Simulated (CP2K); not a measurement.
Two runs for the O K edge of formamide monohydrate. Run A: CP2K XAS_TDP, all-electron GAPW, PBEh(45%), aug-cc-pVDZ, TDA, no relativity. Run B differs in one setting.

First lines with a strength over 0.0015. A:

| atom | energy (eV) | states | strength, one atom |
| --- | --- | --- | --- |
| O3 (bonded to C, takes 1 H bond) | 527.63 | 1 | 0.0356 |
|  | 530.95 | 1 | 0.0020 |
|  | 531.77 | 1 | 0.0015 |
|  | 532.41 | 1 | 0.0024 |
|  | 533.26 | 1 | 0.0022 |
| O4 (bonded to 2 H, gives 1 H bond, takes 1) | 529.80 | 1 | 0.0138 |
|  | 531.27 | 1 | 0.0037 |
|  | 531.87 | 1 | 0.0041 |
|  | 532.05 | 1 | 0.0144 |
|  | 532.58 | 1 | 0.0027 |

B:

```
                                       atom  energy (eV)  states  strength, one atom
           O3 (bonded to C, takes 1 H bond)       532.33       1              0.0353
                                                  535.66       1              0.0020
                                                  537.12       1              0.0024
                                                  537.97       1              0.0022
                                                  538.38       1              0.0068
O4 (bonded to 2 H, gives 1 H bond, takes 1)       535.66       1              0.0136
                                                  537.13       1              0.0036
                                                  537.73       1              0.0041
                                                  537.91       1              0.0143
                                                  538.44       1              0.0027
```

Question: Which was it: scalar relativity switched on, GW2X switched on, the functional, the basis?

GW2X switched on. GW2X shifts an atom's lines together and keeps their spacings. Against PBEh(45%) in aug-cc-pVDZ, the leading lines move by +4.70 eV (O3, to 532.33) and +5.86 eV (O4, to 535.66).

[Banner, clock and machine lines of the logs are left out without a mark of their own.]

[Logs are printed without paths, hosts, clocks, repeated set-up lines and the standing remarks that a program may print on its own settings, such as how far it seeks lower states.]

[Hosts, paths, dates, database ids (printed as entryN), source tags and the programs' standing remarks are cut or masked in the printed files.]
